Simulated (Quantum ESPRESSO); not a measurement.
## FeGe: energy over the lowest, no spin polarisation against volume, fitted and tested on a withheld row

System: FeGe, 4 Fe and 4 Ge in the cell, space group P2_13. From the study “FeGe: magnetism against volume”.

Method: PBEsol; plane waves with GBRV 1.5 PBEsol potentials (Quantum ESPRESSO 7.5). Settings shared by all rows: cutoff 544.23 eV, 8×8×8 k-mesh, fermi-dirac occupations, smearing width 0.05 eV. Only a parallel start was run beside the spinless one, so opposed or spiral orders, which may lie lower, are not probed.

Results; the value marked ? is withheld:

```
volume (factor)  energy over the lowest, no spin polarisation (meV an atom)
           0.88                                                        36.7
           0.91                                                        19.7
           0.94                                                        20.8
           0.97                                                        36.9
              1                                                           ?
           1.03                                                       104.2
           1.06                                                       151.6
           1.09                                                       205.9
           1.12                                                       265.9
```

**Question.** What energy over the lowest, no spin polarisation should the row at volume = 1 factor hold? Fit a suitable law to the other rows.

**Law.** Energy against volume follows the Birch–Murnaghan form, which is a polynomial in the Eulerian strain: third order, a cubic in t = (V/1)^(−2/3) − 1. In symbols, E = c0 + c1 t + c2 t² + c3 t³, with energy over the lowest, no spin polarisation in meV an atom.

**Fit.** Least squares on 8 rows gives c0 = 65.436, c1 = -1700.05, c2 = 14940.4 and c3 = 6069.91.

```
volume (factor)          t  computed     fit  computed − fit
           0.88   0.088959      36.7   36.71           -0.01
           0.91   0.064892      19.7   19.69            0.01
           0.94   0.042113      20.8   20.79            0.01
           0.97   0.020514      36.9   36.90            0.00
           1.03  -0.019513     104.2  104.25           -0.05
           1.06  -0.038101     151.6  151.56            0.04
           1.09  -0.055833     205.9  205.87            0.03
           1.12  -0.072769     265.9  265.92           -0.02
```

The slope vanishes at t = 0.05505, so the minimum lies at V = 1 × (1 + t)^(−3/2) = 0.9228. That is the minimum of this magnetic state alone.

**Prediction.** At volume = 1 factor, t = 0, so the law predicts 65.44 meV an atom. The computed value is 65.4 meV an atom, within one unit of its last digit of the prediction. The row lies between fitted rows, so this is an interpolation. The miss is of the size of the rounding of the printed values.

[Logs and program files are shortened in this print: banners, set-up blocks, solver, clock and traceback lines can be left out without a mark of their own.]

[Logs are printed without paths, hosts, clocks, repeated set-up lines and the standing remarks that a program may print on its own settings, such as how far it seeks lower states.]

[Hosts, paths, dates, database ids (printed as entryN), source tags and the programs' standing remarks are cut or masked in the printed files.]

[Where a cell is said to come from a database of computed structures, the database is the Materials Project.]
